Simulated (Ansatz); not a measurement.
In doubt: one-shot GW on d or f shells is unsure, so the values of those runs are not to be relied on.

G0W0 rungs for Cs2InAgCl6 (Fm-3m).

```xyz
10
Lattice="0.0000 5.2345 5.2345 5.2345 0.0000 5.2345 5.2345 5.2345 0.0000" Properties=species:S:1:pos:R:3 pbc="T T T"
Cs    2.6172    2.6172    2.6172
Cs    7.8517    7.8517    7.8517
In    0.0000    0.0000    0.0000
Ag    5.2345    5.2345    5.2345
Cl    2.5104    5.2345    5.2345
Cl    5.2345    2.5104    5.2345
Cl    7.9586    5.2345    5.2345
Cl    5.2345    7.9586    5.2345
Cl    5.2345    5.2345    2.5104
Cl    5.2345    5.2345    7.9586
```

The cell and positions come from the Crystallography Open Database and are kept as given unless a step says otherwise. Spin-orbit coupling is left out unless a run names it.

Runs so far (Ansatz 0.2.0, start LDA, hard PAW files, 4×4×4 mesh). Times are wall times on 1 × NVIDIA GB200 (shared by 2 runs) with 16 threads of Arm Neoverse V2, shared host, good to a factor of about two.

```csv
bands summed,cutoff (eV),gap on the mesh (eV),time
801,110,2.600,51 s
1623,180,2.637,2.4 min
```

Question: What should the next rung give, with 2939 bands and screening to 270 eV, and where is the limit?

The error falls about as one over the bands when the cutoff rises with them. A line through the two highest rungs given predicts 2.653 eV; the run gave 2.683 eV, a miss of 0.030 eV, so the law fails here: the steps don't follow it yet. The two highest rungs put the limit near 2.740 eV, the pair below near 2.674 eV; neither can be trusted until a further rung is run.

Gaps are over the mesh's points; an edge off the mesh would be missed. Limits: not at the basis limit; d shell near the gap, gap tends to lie low; no spin-orbit coupling.

[Paths, hosts, dates, memory and timing lines, banners, echoed tables and standing remarks are left out of the program output.]

[Logs are printed without paths, hosts, clocks, repeated set-up lines and the standing remarks that a program may print on its own settings, such as how far it seeks lower states.]

[Runs of the session that timed out or met a known fault of the program may be left out.]

[Cells called generated may have been cut or substituted from an entry of the Crystallography Open Database or the Materials Project.]

[Hosts, paths, dates, database ids (printed as entryN), source tags and the programs' standing remarks are cut or masked in the printed files.]
